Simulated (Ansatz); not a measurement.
# CsZnH3 (model cell, started as cubic perovskite with Zn in the octahedra): following an unstable mode, part 3 of 3

Which phase does CsZnH3 (model cell, started as cubic perovskite with Zn in the octahedra) fall into along its unstable mode, and how much energy does it gain?

Ansatz 0.2.0; DFT r2SCAN, scalar-relativistic, plane waves, PAW; PAW set soft_1.

So far. Step 5 (Energy along the mode, all amplitudes (two of the runs …): The lowest of the steps tried is at 0.45 Å, 62.7 meV/atom below the parent; the bottom of the well need not coincide with a step. Step 7 (The new phase in its own primitive cell): The largest force component left is 0.080 meV/Å and the pressure is 0.002 GPa, within the tolerances set. The cell now holds 15.69 Å³/atom. The relaxed cell has a = 5.971, c = 8.804 Å (conventional setting).

The structure was built from a prototype and need not be the compound's stable phase.

### Step 8. Modes of the new phase, k-mesh 6×6×6, occupations fixed

A relaxed structure may still be a saddle point, so its zone-centre modes are computed. The response to a homogeneous field gives the Born charges and the dielectric tensor.

input.yaml

```yaml
crystal:
  lattice:
    - [-2.9852846335, 2.9852846335, 4.4019992066]
    - [2.9852846335, -2.9852846335, 4.4019992066]
    - [2.9852846335, 2.9852846335, -4.4019992066]
  atoms:
    - { symbol: Cs, position: [0.75, 0.25, 0.5] }
    - { symbol: Cs, position: [0.25, 0.75, 0.5] }
    - { symbol: Zn, position: [0.0, 0.0, 0.0] }
    - { symbol: Zn, position: [0.5, 0.5, 0.0] }
    - { symbol: H, position: [0.7896070385, 0.2103929615, 0.0] }
    - { symbol: H, position: [0.2103929615, 0.7896070385, 0.0] }
    - { symbol: H, position: [0.6790702986, 0.6790702986, 0.0] }
    - { symbol: H, position: [0.3209297014, 0.3209297014, 0.0] }
    - { symbol: H, position: [0.2103929615, 0.2103929615, 0.420785923] }
    - { symbol: H, position: [0.7896070385, 0.7896070385, 0.5792140769] }
kpoints:
  mp_grid: { grid: [6, 6, 6] }
hamiltonian:
  xc: r2scan
  pseudopotentials: { kind: paw, azcp: { folder: soft_1 } }
scf:
  occupations: { method: fixed }
output:
  eigenvalues: true
phonons:
  method: dfpt
  dielectric: true
  rigid_motions: translations
```

Started as:

```console
ansatz run input.yaml --threads 4 --pin off --max-ram 16384MiB --backend cpu --events-out ev --progress --plain --runs-dir out
```

Numbers of over 12 decimals in the logs are rounded to 6 here.

What it wrote:

```text
[...]
Crystal: 10 atoms, lattice volume = 156.921 Å³
Basis set: ecut = 500 eV, 3969 PW (Γ), exchange–correlation on 270×270×270 points (216 copies of the dense FFT grid, shifted against one another)
Bands: 34, of which v1, the nominal top of the filled ones, is band 24 counted from 1 (23 counted from 0)
Symmetry: 16 space group operations
k-points: 112 of 216 (irreducible under 1 space group operation, time reversal used)
[...]
SCF iter   1: F=—  HF=-18123.252925 eV  |F-HF|=—  |Δ(HF+E_count)|=         —  Δρ=1.00e-1  dr2=1.31e1  dr2_τ=4.43e-2  ethr=3.10e-3  ⟨swp⟩=5.0  Hψ=16890  notcnv=0  defer=860
[...]
SCF iter  12: F=-18119.945147 eV  HF=-18119.945147 eV  |F-HF|=0.00e0  |Δ(HF+E_count)|=  1.35e-10  Δρ=1.43e-7  dr2=3.77e-11  dr2_τ=1.50e-12  ethr=1.00e-12  ⟨swp⟩=16.8  Hψ=28730  notcnv=0
SCF 1 converged in 12 iterations: F = -18119.945147 eV  dr2 = 3.77e-11
[...]
NSCF: frozen V_eff on 4 k-points
DFPT response loops at Γ: preconditioner auto → Resta (q_TF=auto, 2.240 Å⁻¹)  ε∞=7.6 (no band partly filled); β = 1.00, the filter's whole step (`scf.mixing.beta` (0.50) is not read by the response loops at its default; to damp them type it under 1.00, their step now; it binds the ground state too); Broyden in place of MSR1
── the response to a field inside a basis, on 6×6×6 k-points: an SCF that follows is theirs, and a resumed run solves both again ──
Bands: 25, of which v1, the nominal top of the filled ones, is band 24 counted from 1 (23 counted from 0)
k-points: 28 of 216
[...]
Eigensolver: Dense (28 Hₖ)
SCF iter   1: F=—  HF=-18119.878820 eV  |F-HF|=—  |Δ(HF+E_count)|=         —  Δρ=2.42e-4  dr2=2.55e-5  dr2_τ=7.31e-6  ethr=1.00e-1
[...]
SCF iter   5: F=-18119.878878 eV  HF=-18119.878878 eV  |F-HF|=1.14e-9  |Δ(HF+E_count)|=   1.31e-7  Δρ=3.49e-6  dr2=9.21e-9  dr2_τ=6.55e-10  ethr=3.47e-10
SCF 1 converged in 5 iterations: F = -18119.878878 eV  dr2 = 9.21e-9
[...]
SCF converged after 12 iterations
Free energy (F): -18119.945147 eV
[...]
Internal energy: -18119.945147 eV  (E = F + TS)
E sigma→0 (E₀):  -18119.945147 eV
Fermi energy:    5.347707 eV
[...]
--- Band table (eV; the first three rows and the last of 112) ---
  k-point 0: bands = [... 20 lower, 1.6388, 1.6864, 1.6864, 4.8704, 6.3945, 8.4621, 9.3038, 9.3038, ... 6 higher]
  k-point 1: bands = [... 20 lower, 1.4292, 1.9105, 2.6982, 4.6303, 6.6605, 8.3530, 9.1132, 9.3328, ... 6 higher]
  k-point 2: bands = [... 20 lower, 1.8320, 2.3612, 2.4477, 4.9230, 7.6721, 8.1767, 8.7474, 9.4187, ... 6 higher]
  k-point 111: bands = [... 20 lower, 1.1376, 2.5661, 2.5661, 5.3442, 8.4760, 8.5682, 8.5682, 8.8211, ... 6 higher]
[...]
k mesh reduced under 1 symmetry operation, with k and −k counted as one. Each operation leaves every solved perturbation unchanged. A smaller set is not considered because the functional reads the kinetic-energy density
  ASR residual: 1.497e-4 → 0.000e0 eV/Å²; symmetrization residual: 2.139e-6 eV/Å²
  ASR residual per site (eV/Å²): 1.05e-4 1.05e-4 1.50e-4 8.30e-5 3.39e-5 3.39e-5 2.06e-5 2.06e-5 3.39e-5 3.39e-5
  Γ frequencies (cm⁻¹): -147.53 -105.48 -105.48 0.00 0.00 0.00 73.72 80.26 80.26 110.45 115.41 120.75 120.75 372.87 482.55 482.55 542.79 542.79 595.85 699.12 699.12 716.01 755.57 755.57 952.78 1086.95 1086.95 1167.15 1614.74 1636.84
  ε∞ (high-frequency dielectric tensor):
        5.351580    -0.000000    -0.000000
       -0.000000     5.351580     0.000000
       -0.000000     0.000000     4.244803
  softest optical mode at Γ: -147.53 cm⁻¹; the repairs (sum rule, projections) moved no ω² at Γ by more than (5.16 cm⁻¹)²
  Born effective charges Z* (e; rows j = field, columns β = displacement):
    site 0:
         0.99030   -0.00000   -0.00000
         0.00000    0.99030   -0.00000
         0.00000   -0.00000    1.36234
    site 1:
         0.99030    0.00000   -0.00000
        -0.00000    0.99030   -0.00000
         0.00000   -0.00000    1.36234
    site 2:
         2.49130    0.00000   -0.00000
         0.00000    2.49130    0.00000
        -0.00000    0.00000    1.25722
    site 3:
         2.60812    0.00000   -0.00000
         0.00000    2.60812   -0.00000
        -0.00000   -0.00000    1.29853
    site 4:
        -1.31174    0.32657   -0.00000
         0.32657   -1.31174   -0.00000
         0.00000   -0.00000   -0.80123
    site 5:
        -1.31174    0.32657   -0.00000
         0.32657   -1.31174   -0.00000
         0.00000   -0.00000   -0.80123
    site 6:
        -0.91653   -0.00000   -0.00000
         0.00000   -0.91653   -0.00000
         0.00000   -0.00000   -1.03776
    site 7:
        -0.91653    0.00000    0.00000
        -0.00000   -0.91653   -0.00000
         0.00000   -0.00000   -1.03776
    site 8:
        -1.31174   -0.32657    0.00000
        -0.32657   -1.31174   -0.00000
         0.00000   -0.00000   -0.80123
    site 9:
        -1.31174   -0.32657    0.00000
        -0.32657   -1.31174   -0.00000
         0.00000   -0.00000   -0.80123
  Z* charge neutrality: 4.307e-3 e pre-enforcement
  solved inside a basis spanned on kpoints, on 6×6×6 k-points, its susceptibility summed on 8×8×10: ε∞ is read to err by 2.2e-2, Z* by 2.0e-2 e (field_mesh: kpoints solves on kpoints); Z* is corrected for what the basis lacks
  optical modes at Γ without the LO–TO term, one row a degenerate level:
      ω (cm⁻¹)  modes    IR ((D/Å)²/amu)
       -147.53      1             0.0000
       -105.48      2            36.9582
         73.72      1             0.0000
         80.26      2             0.0000
        110.45      1             0.0790
        115.41      1             1.3936
        120.75      2             1.1534
[...]
optical modes at Γ + LO–TO along q̂ = [1.0000, 0.0000, 0.0000]:
      ω (cm⁻¹)  modes    IR ((D/Å)²/amu)
[...]
optical modes at Γ + LO–TO along q̂ = [0.0000, 1.0000, 0.0000]:
      ω (cm⁻¹)  modes    IR ((D/Å)²/amu)
[...]
optical modes at Γ + LO–TO along q̂ = [0.0000, 0.0000, 1.0000]:
      ω (cm⁻¹)  modes    IR ((D/Å)²/amu)
[...]
372.87      1             0.0000
        482.55      2           349.0307
        542.79      2             0.0000
        595.85      1             0.0000
        699.12      2             0.0000
        755.57      2             3.6145
        844.46      1            58.4757
        952.78      1             0.0000
       1086.95      2            30.5934
       1167.15      1             0.0000
       1614.74      1             0.0000
       1681.49      1            50.7197
```

Wall time 19 min (4 threads of Arm Neoverse V1, shared host); peak memory 7.1 GiB.

This step gave:

* sum-rule residual before enforcement: 1.50e-4 eV/Å²
* miss of the charge sum rule: 0.004307 e
* estimated error of the dielectric tensor: 0.02157
* estimated error of the Born charges: 0.01973 e
* point group: 4/mmm
* highest optical mode at the zone centre (no LO-TO term): 1637 cm⁻¹
* lowest optical zone-centre mode: -147.5 cm⁻¹
* mean high-frequency dielectric constant: 4.983
* largest Born charge (third of the trace): 2.172 e
* top of the zone-centre spectrum with the field: 1681 cm⁻¹

Patterns of degenerate modes are one choice out of their space. Modes at Γ, with each element's share of the kinetic energy (negative means imaginary):

```csv
mode,frequency (cm⁻¹),symmetry,Cs %,Zn %,H %
1,-147.5,B2g,0,0,100
2,-105.5,Eu,7,87,6
3,-105.5,Eu,7,87,6
4,0.0,acoustic,66,32,2
5,0.0,acoustic,66,32,2
6,0.0,acoustic,66,32,1
7,73.7,B1g,100,0,0
8,80.3,Eg,100,0,0
9,80.3,Eg,100,0,0
10,110.5,A2u,4,95,1
11,115.4,A2u,30,68,2
12,120.8,Eu,26,72,2
13,120.8,Eu,26,72,2
14,372.9,B1u,0,0,100
15,482.6,Eu,1,7,92
16,482.6,Eu,1,7,92
17,542.8,Eg,0,0,100
18,542.8,Eg,0,0,100
19,595.9,A2g,0,0,100
20,699.1,Eg,0,0,100
21,699.1,Eg,0,0,100
22,716.0,A2u,0,2,98
23,755.6,Eu,0,1,99
24,755.6,Eu,0,1,99
25,952.8,B1g,0,0,100
26,1087.0,Eu,0,1,99
27,1087.0,Eu,0,1,99
28,1167.2,A1g,0,0,100
29,1614.7,A1g,0,0,100
30,1636.8,A2u,0,3,97
```

Displacements in mode 1 (-147.5 cm⁻¹), the largest set to 1:
```
Cs1  0.00  0.00  0.00
Cs2  0.00  0.00  0.00
Zn3  0.00  0.00  0.00
Zn4  0.00  0.00  0.00
H5  -1.00  1.00  0.00
H6   1.00 -1.00  0.00
H7   0.00  0.00  0.00
H8   0.00  0.00  0.00
H9   1.00  1.00  0.00
H10 -1.00 -1.00  0.00
```

Displacements in mode 21 (699.1 cm⁻¹), the largest set to 1:
```
Cs1  0.00  0.00  0.00
Cs2  0.00  0.00  0.00
Zn3  0.00  0.00  0.00
Zn4  0.00  0.00  0.00
H5   0.00  0.00  0.15
H6   0.00  0.00 -0.15
H7   0.68  0.91  0.00
H8  -0.68 -0.91  0.00
H9   0.00  0.00 -1.00
H10  0.00  0.00  1.00
```

Optical modes at the zone centre, without and with the macroscopic field of the longitudinal modes; each column is sorted by frequency, so a row need not hold one and the same mode. Modes with and without the field, by row:

```csv
rank among optical modes,no field (cm⁻¹),"q along (1, 0, 0) (cm⁻¹)","q along (0, 0, 1) (cm⁻¹)"
1,-147.5,-147.5,-147.5
2,-105.5,-105.5,-105.5
3,-105.5,62.8,-105.5
4,73.7,73.7,73.7
5,80.3,80.3,80.3
6,80.3,80.3,80.3
7,110.5,110.5,110.7
8,115.4,115.4,120.8
9,120.8,120.8,120.8
10,120.8,125.2,128.3
11,372.9,372.9,372.9
12,482.6,482.6,482.6
13,482.6,542.8,482.6
14,542.8,542.8,542.8
15,542.8,595.9,542.8
16,595.9,699.1,595.9
17,699.1,699.1,699.1
18,699.1,716,699.1
19,716,747.6,755.6
20,755.6,755.6,755.6
21,755.6,830.2,844.5
22,952.8,952.8,952.8
23,1087,1087,1087
24,1087,1121,1087
25,1167,1167,1167
26,1615,1615,1615
27,1637,1637,1682
```

Born charge (rows field, columns displacement) (e), principal values of the symmetric part by kind of site:

```csv
atom,atoms with these values,low,middle,high,mean
Cs1,2,0.99,0.99,1.36,1.11
Zn3,1,1.26,2.49,2.49,2.08
Zn4,1,1.30,2.61,2.61,2.17
H5,4,-1.64,-0.99,-0.80,-1.14
H7,2,-1.04,-0.92,-0.92,-0.96
```

In full for H7:

```
-0.92  0.00  0.00
 0.00 -0.92  0.00
 0.00  0.00 -1.04
```

High-frequency dielectric tensor:

```
5.35 0.00 0.00
0.00 5.35 0.00
0.00 0.00 4.24
```

Transverse modes; imaginary modes are left out. Lines of the infrared spectrum (strongest = 100):

```csv
position (cm⁻¹),label,relative intensity
74,B1g,0.0
80,Eg,0.0
110,A2u,0.0
115,A2u,0.4
121,Eu,0.3
373,B1u,0.0
482,Eu,100
543,Eg,0.0
596,A2g,0.0
699,Eg,0.0
716,A2u,19
756,Eu,1.0
953,B1g,0.0
1087,Eu,8.8
1167,A1g,0.0
1615,A1g,0.0
1637,A2u,12
```

Before it was imposed, the acoustic sum rule was missed by 1.5e-4 eV/Å² and the charge sum rule by 0.0043 e. Small misses are needed for a sound result but don't prove that mesh and cutoff are converged. The lowest optical mode is imaginary, 147.5i cm⁻¹, so the energy falls along it.

### Step 9. What came out

- unstable mode of the parent: q = (-0.5, -0.5, -0.5), 1093i cm⁻¹
- depth at the lowest point sampled: 62.7 meV/atom
- largest atomic shift at that point: 0.45 Å
- space group reached (within 0.01 Å): I4/mmm
- energy gained over the parent (first relaxation, on the mesh of the frozen mode): 87.2 meV/atom
- volume per atom, phase reached: 15.7 Å³
- gap on the k-mesh, phase reached: 1.05 eV
- lowest optical zone-centre mode, phase reached: -148 cm⁻¹
- highest optical mode at the zone centre (no LO-TO term), phase reached: 1637 cm⁻¹

What this shows: Along this mode the structure falls into I4/mmm, 87.2 meV/atom below the parent. At the parent's cell the well is 62.65 meV/atom deep on the steps tried, with its lowest point at a shift of 0.45 Å. Relaxing atoms and cell changes the gain by +24.57 meV/atom against the lowest step (energies at zero smearing). The new phase still has an imaginary mode at the zone centre of its cell, so it is a saddle point on the way to a lower structure. Of the 4 patterns followed to their end from this parent, this one ends 1.76 meV/atom above the lowest, P4/mbm. Each path keeps the symmetry of its pattern, so a lower phase may lie along a pattern not tried. The q mesh stands for a supercell only 8.2 Å across, so branches between the solved wavevectors are rough. With no gap, or one that is small against the smearing, the frequencies hang on the k mesh and the smearing, most of all near Kohn anomalies. Spin-orbit coupling is left out, which can matter for the heavy elements here. A phonon run warned that its eigensolver left some bands unconverged in a pass. The starting cell was built on a prototype and not taken from a measurement, so the phase need not exist.

[Logs are printed without paths, hosts, clocks, repeated set-up lines and the standing remarks that a program may print on its own settings, such as how far it seeks lower states.]

[Hosts, paths, dates, database ids (printed as entryN), source tags and the programs' standing remarks are cut or masked in the printed files.]
